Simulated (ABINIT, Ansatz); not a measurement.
# Converging GW for Na3OBr (Pm-3m) in ABINIT, part 2 of 2

Aim: raise bands and screening cutoff together for Na3OBr (Pm-3m) and follow gap and time.

ABINIT 10.8.3; PBEsol and many-body steps on it, plane waves. Known limits of the many-body steps: not at the basis limit; no spin-orbit coupling; coarse k mesh.

So far. Step 3 (Screening, 2×2×2 mesh, 38 bands, screening to 62.6 eV): Local fields lower ε∞ by 8 %. On a Γ-centred mesh this coarse the value itself is usually too large, while a short band sum pulls it down. Step 4 (38 bands, 62.6 eV): The gap on the mesh goes from 1.96 eV to 3.48 eV, a correction of +1.52 eV.

## Step 6: 81 bands, 114.3 eV

This step: G0W0 on PBEsol, plane waves, norm-conserving pseudopotentials.

File run.abi:

```
acell 3*1.0 Angstrom
rprim 
  4.533130000000 0.000000000000 0.000000000000
  0.000000000000 4.533130000000 0.000000000000
  0.000000000000 0.000000000000 4.533130000000
ntypat 3
znucl 11 35 8
natom 5
typat 1 1 1 2 3
xred 
  0.000000000000 0.500000000000 0.500000000000
  0.500000000000 0.000000000000 0.500000000000
  0.500000000000 0.500000000000 0.000000000000
  0.000000000000 0.000000000000 0.000000000000
  0.500000000000 0.500000000000 0.500000000000
pp_dirpath "pseudos"
pseudos "Na.upf, Br.upf, O.upf"
ecut 38
ngkpt 2 2 2
nshiftk 1
shiftk 0 0 0
kptopt 1
chksymbreak 0
istwfk *1
occopt 1
irdwfk 1
optdriver 4
nband 81
gwcalctyp 0
ecutsigx 38
symsigma 1
nkptgw 1
kptgw 
  0.0000000000 0.0000000000 0.0000000000
bdgw 
  18 23
ecuteps 4.2
irdscr 1
ppmodel 1
indata_prefix "in"
outdata_prefix "out"
tmpdata_prefix "tmp"
```

Run with:

```sh
$ OMP_NUM_THREADS=1 mpirun -n 4 abinit run.abi > log
```

Numbers of over 12 decimals in the logs are rounded to 6 here.

Output:

```text
.Version 10.8.3 of ABINIT. v10.8.2 released Aug 2026.

 Symmetries : space group Pm -3 m (#221); Bravais cP (primitive cubic)
[... echo of the input left out ...]
== DATASET  1 ==================================================================
-   mpi_nproc: 4, omp_nthreads: 1 (-1 if OMP is not activated)

--- !DatasetInfo
iteration_state: {dtset: 1, }
dimensions: {natom: 5, nkpt: 4, mband: 81, nsppol: 1, nspinor: 1, nspden: 1, mpw: 7088, }
cutoff_energies: {ecut:  38.0, pawecutdg:  -1.0, }
electrons: {nelect:   4.00000000E+01, charge:   0.00000000E+00, occopt:   1.00000000E+00, tsmear:   1.00000000E-02, }

 SIGMA: Calculation of the GW corrections

 Based on a program developped by R.W. Godby, V. Olevano, G. Onida, and L. Reining.
 Incorporated in ABINIT by V. Olevano, G.-M. Rignanese, and M. Torrent.
.Using double precision arithmetic ; gwpc =  8

[... cell and pseudopotentials left out ...]
--------------------------------------------------------------------------------

 ==== K-mesh for the wavefunctions ====
 Number of points in the irreducible wedge :     4
[... list of points left out ...]
 Together with 48 symmetry operations and time-reversal symmetry
 yields     8 points in the full Brillouin Zone.

 ==== Q-mesh for screening function ====
 Number of points in the irreducible wedge :     4
[... list of points left out ...]
 Together with 48 symmetry operations and time-reversal symmetry
 yields     8 points in the full Brillouin Zone.

 vcoul_init : cutoff-mode = AUXILIARY_FUNCTION
 q-points for optical limit:   1
     1)      0.000010    0.000020    0.000030
 setmesh: FFT mesh size selected  =    48x   48x   48
          total number of points  =       110592

 Number of electrons calculated from density =   40.0000; Expected =   40.0000
[...]
number of k-points in BZ                            8
 number of q-points in BZ                            8
 number of frequencies for dSigma/dE                 9
 frequency step for dSigma/dE [eV]                0.25
 number of omega for Sigma on real axis              0
 max omega for Sigma on real axis  [eV]           0.00
 zcut for avoiding poles [eV]                     0.10

 EPSILON^-1 parameters (SCR file):
 dimension of the eps^-1 matrix on file            251
 dimension of the eps^-1 matrix used               251
 number of plane-waves for wavefunctions          7075
 number of bands                                    81
 number of q-points in IBZ                           4
 number of frequencies                               2
 number of real frequencies                          1
 number of imag frequencies                          1

 matrix elements of self-energy operator (all in [eV])

 Perturbative Calculation

--- !SelfEnergy_ee
iteration_state: {dtset: 1, }
kpoint     : [   0.000,    0.000,    0.000, ]
spin       : 1
KS_gap     :    1.960
QP_gap     :    3.260
Delta_QP_KS:    1.300
data: !SigmaeeData |
     Band     E0 <VxcDFT>   SigX SigC(E0)      Z dSigC/dE  Sig(E)    E-E0       E
       18   1.551 -17.848 -23.042   4.605   0.740  -0.351 -18.284  -0.436   1.115
       19   1.551 -17.848 -23.042   4.605   0.740  -0.351 -18.284  -0.436   1.115
       20   1.551 -17.848 -23.042   4.605   0.740  -0.351 -18.284  -0.436   1.115
       21   3.511  -8.394  -4.327  -3.029   0.833  -0.201  -7.530   0.864   4.375
       22   6.438  -7.179  -2.942  -3.235   0.836  -0.196  -6.341   0.838   7.276
       23   6.438  -7.179  -2.942  -3.235   0.836  -0.196  -6.341   0.838   7.276

== END DATASET(S) ==============================================================
================================================================================

 -outvars: echo values of variables after computation  --------
           etotal      0.0000000000E+00
            nband          81
             nkpt           4
          spgroup         221
 [... the other variables as echoed above ...]

 Calculation completed.
```

Elapsed: 4.9 s, on 4 MPI ranks of Arm Neoverse V1, shared host; peak memory 0.8 GiB; 19 s of CPU time.

Numbers from this step:

```yaml
g0w0_gap_on_the_points_computed: 3.26 eV
starting_gap_on_the_mesh: 1.960 eV
k_of_the_valence_top: 0, 0, 0
k_of_the_conduction_bottom: 0, 0, 0
z_at_the_valence_top: 0.74
z_at_the_conduction_bottom: 0.833
least_direct_g0w0_gap_on_the_computed_points: 3.26 eV
```

Against G0W0 in ABINIT (2×2×2 mesh, 38 bands, screening to 62.6 eV, Godby-Needs plasmon pole), the gap moves by −0.224 eV.

## Step 7: Screening, 2×2×2 mesh, 171 bands, screening to 176.9 eV

This step: RPA screening on PBEsol, plane waves, norm-conserving pseudopotentials.

Edit run.abi of step 6 so:

```diff
@@ -26,15 +26,8 @@
 irdwfk 1
-optdriver 4
-nband 81
-gwcalctyp 0
-ecutsigx 38
-symsigma 1
-nkptgw 1
-kptgw 
-  0.0000000000 0.0000000000 0.0000000000
-bdgw 
-  18 23
-ecuteps 4.2
-irdscr 1
-ppmodel 1
+optdriver 3
+nband 171
+ecuteps 6.5
+inclvkb 2
+awtr 1
+symchi 1
 indata_prefix "in"
```

Output:

```text
.Version 10.8.3 of ABINIT. v10.8.2 released Aug 2026.

 Symmetries : space group Pm -3 m (#221); Bravais cP (primitive cubic)
[... echo of the input left out ...]
== DATASET  1 ==================================================================
-   mpi_nproc: 4, omp_nthreads: 1 (-1 if OMP is not activated)

--- !DatasetInfo
iteration_state: {dtset: 1, }
dimensions: {natom: 5, nkpt: 4, mband: 171, nsppol: 1, nspinor: 1, nspden: 1, mpw: 7088, }
cutoff_energies: {ecut:  38.0, pawecutdg:  -1.0, }
[...]
--------------------------------------------------------------------------------
[... chi0 elements left out ...]
 For q-point:  0.000010 0.000020 0.000030
  dielectric constant =   4.3756
  dielectric constant without local fields =   4.8646

  Average fulfillment of the sum rule on Im[epsilon] for q-point    1 :     56.42  [%]
[... wings left out ...]
  q-point number  2        q = ( 0.500000, 0.000000, 0.000000) [r.l.u.]
--------------------------------------------------------------------------------
[... chi0 elements left out ...]
  Average fulfillment of the sum rule on Im[epsilon] for q-point    2 :     61.40  [%]

 [... 2 further q-points ...]
```

The job ended after 31 s (4 MPI ranks; peak memory 1.2 GiB).

This step gave:

| Quantity | Value |
| --- | --- |
| ε∞ with local fields, on this mesh, along the program's q direction | 4.376 |
| the same without local fields | 4.865 |
| plasma frequency | 24.33 eV |
| plane waves in the screening matrix | 485 |

## Step 8: 171 bands, 176.9 eV

This step: G0W0 on PBEsol, plane waves, norm-conserving pseudopotentials.

Edit run.abi of step 7 so:

```diff
@@ -26,8 +26,15 @@
 irdwfk 1
-optdriver 3
+optdriver 4
 nband 171
+gwcalctyp 0
+ecutsigx 38
+symsigma 1
+nkptgw 1
+kptgw 
+  0.0000000000 0.0000000000 0.0000000000
+bdgw 
+  18 23
 ecuteps 6.5
-inclvkb 2
-awtr 1
-symchi 1
+irdscr 1
+ppmodel 1
 indata_prefix "in"
```

Output:

```text
.Version 10.8.3 of ABINIT. v10.8.2 released Aug 2026.

 Symmetries : space group Pm -3 m (#221); Bravais cP (primitive cubic)
[... echo of the input left out ...]
== DATASET  1 ==================================================================
-   mpi_nproc: 4, omp_nthreads: 1 (-1 if OMP is not activated)

--- !DatasetInfo
iteration_state: {dtset: 1, }
dimensions: {natom: 5, nkpt: 4, mband: 171, nsppol: 1, nspinor: 1, nspden: 1, mpw: 7088, }
cutoff_energies: {ecut:  38.0, pawecutdg:  -1.0, }
[...]
21   3.511  -8.394  -4.327  -3.224   0.833  -0.201  -7.692   0.703   4.213
       22   6.438  -7.179  -2.942  -3.434   0.836  -0.196  -6.507   0.672   7.110
       23   6.438  -7.179  -2.942  -3.434   0.836  -0.196  -6.507   0.672   7.110

== END DATASET(S) ==============================================================
================================================================================

 -outvars: echo values of variables after computation  --------
           etotal      0.0000000000E+00
            nband         171
             nkpt           4
          spgroup         221
 [... the other variables as echoed above ...]

 Calculation completed.
```

The job ended after 15 s (4 MPI ranks; peak memory 1.1 GiB; 60 s of CPU time).

Numbers from this step:

```yaml
g0w0_gap_on_the_points_computed: 3.31 eV
starting_gap_on_the_mesh: 1.960 eV
k_of_the_valence_top: 0, 0, 0
k_of_the_conduction_bottom: 0, 0, 0
least_direct_g0w0_gap_on_the_computed_points: 3.31 eV
```

Against G0W0 in ABINIT (2×2×2 mesh, 81 bands, screening to 114.3 eV, Godby-Needs plasmon pole), the gap moves by +0.050 eV.

## Step 9: Side by side

Times are wall times on 4 MPI ranks of Arm Neoverse V1, shared host, good to a factor of about two. A run's time includes the screening step that it read.

```
                run   mesh  bands  screening cutoff (eV)  DFT gap (eV)  gap on the mesh (eV)  direct (eV)  ε∞ used   time
  38 bands, 62.6 eV  2×2×2     38                   62.6         1.960                 3.484        3.484     4.34  8.6 s
 81 bands, 114.3 eV  2×2×2     81                  114.3         1.960                 3.260        3.260     4.37   15 s
171 bands, 176.9 eV  2×2×2    171                  176.9         1.960                 3.310        3.310     4.38   46 s
```

## Step 10: Results

| Item | Value |
| --- | --- |
| 38 bands, 62.6 eV | 3.484 eV |
| 81 bands, 114.3 eV | 3.260 eV |
| 171 bands, 176.9 eV | 3.310 eV |
| known limits | not at the basis limit; no spin-orbit coupling; coarse k mesh |

**Reading.** From the first rung to the last the gap moves by −0.17 eV for 5.3 times the time. The gap turns back along the series, so no limit is drawn from it. In the first G0W0 run levels were corrected at 1 k point alone, so a gap called «on the mesh» is the least over those, and an edge elsewhere would be missed. The 2×2×2 mesh is coarse for this cell, which bears on the long-range parts of exchange and screening. The many-body steps are scalar-relativistic: spin-orbit coupling is not in them.

[Paths, hosts, dates, memory and timing lines, banners, echoed tables and standing remarks are left out of the program output.]

[Logs are printed without paths, hosts, clocks, repeated set-up lines and the standing remarks that a program may print on its own settings, such as how far it seeks lower states.]

[Runs of the session that timed out or met a known fault of the program may be left out.]

[No measured gap is set beside runs whose start may be inverted or whose files or cutoffs have a known fault.]

[Hosts, paths, dates, database ids (printed as entryN), source tags and the programs' standing remarks are cut or masked in the printed files.]

[G0W0 gaps are taken among the corrected bands and points alone; a level outside them can change the order at an edge.]

[Where Ansatz stands beside ABINIT at settings called matched, ABINIT's density can come from a denser mesh and the files from another edition; pairs whose starting gaps differed by over 0.03 eV were left out, so agreement reads better than it is.]
